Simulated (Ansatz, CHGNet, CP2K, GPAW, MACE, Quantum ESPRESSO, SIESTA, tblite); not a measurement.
# Which run comes nearest? Glassy 86SiO2-5SrO-5ZnO-5MgO (mol %) (63 atoms)

Density of this cell: 2.52 g/cm³. The cell holds 63 atoms: 19 Si, 1 Sr, 1 Zn, 1 Mg and 41 O. Its edges and angles: a = 9.658 Å, b = 9.658 Å, c = 9.658 Å, α = 90.0°, β = 90.0°, γ = 90.0°. 63 atoms (19 Si, 1 Sr, 1 Zn, 1 Mg, 41 O) placed at random at 2.44 g/cm³, melted at 4000 K for 10 ps at fixed volume with the Morse and Coulomb pair potential with partial charges (Pedone, Malavasi, Menziani, Cormack and Segre, J. Phys. Chem. B 110, 11780 (2006)). Quenched from 4000 K to 300 K at 50 K/ps and fixed volume, held 10 ps at zero pressure. Then every atom was moved at random, 0.05 Å r.m.s. a Cartesian component.

Geometry: as built.

The reference, a calculation:

| Property | Result |
| --- | --- |
| method | Kohn-Sham DFT, PBE, SSSP efficiency 1.3.0 pseudopotentials, plane waves (Quantum ESPRESSO 7.5); sssp-pbe-1.3.0-efficiency, cutoffs 60/480 Ry, Γ point |
| r.m.s. force component | 2.683 eV/Å |
| longest force | 12.65 eV/Å |
| pressure | 5.797 GPa |
| gap (highest filled to lowest empty level) | 2.472 eV |
| time | 3.3 min on 2 MPI ranks of Arm Neoverse V1, shared host |
| CPU time | 6.6 min |

Runs, in no order:
A. tblite GFN1-xTB: GFN1-xTB tight binding, diagonalisation
B. MACE MP-0b3 medium potential: machine-learned interatomic potential MACE MP-0b3 medium, trained on PBE(+U) plane-wave data
C. GPAW PBE, LCAO dzp, h 0.18 Å: Kohn-Sham DFT, PBE, PAW, atomic orbitals (dzp)
D. SIESTA PBE, DZP, shift 0.01 Ry, mesh 500 Ry: Kohn-Sham DFT, PBE, PseudoDojo 0.4.1 norm-conserving pseudopotentials (converted to PSML), numerical atomic orbitals (DZP), diagonalisation
E. GPAW PBE, LCAO sz(dzp), h 0.18 Å: Kohn-Sham DFT, PBE, PAW, atomic orbitals (sz(dzp))

Q: Order them from the smallest to the largest r.m.s. force difference.

B, D, C, A, E.

| run | Δ force, r.m.s. (meV/Å) | share of r.m.s. force (%) | CPU time |
| --- | --- | --- | --- |
| B. MACE MP-0b3 medium potential | 111 | 4.13 | 7 s |
| D. SIESTA PBE, DZP, shift 0.01 Ry, mesh 500 Ry | 239 | 8.92 | 5 min |
| C. GPAW PBE, LCAO dzp, h 0.18 Å | 352 | 13.1 | 96 s |
| A. tblite GFN1-xTB | 656 | 24.4 | 3.9 s |
| E. GPAW PBE, LCAO sz(dzp), h 0.18 Å | 1029 | 38.4 | 38 s |

Periodic xTB results under one method name differ between programs and library versions. Forces of 2.7 eV/Å r.m.s. are well above thermal ones: they come largely from the bond lengths of the classical model and from the random displacements, and they dominate the comparison. Machine-learned potentials mimic data converged in k, so the reference's own k-point error enters their differences. The network of bonds at the start is that of the classical potential that made the cell, and needn't be the one that DFT or experiment would give. The electronic-structure runs sample only Γ, in a cell whose shortest periodic width is 10 Å.

[Hosts, paths, dates, database ids (printed as entryN), source tags and the programs' standing remarks are cut or masked in the printed files.]
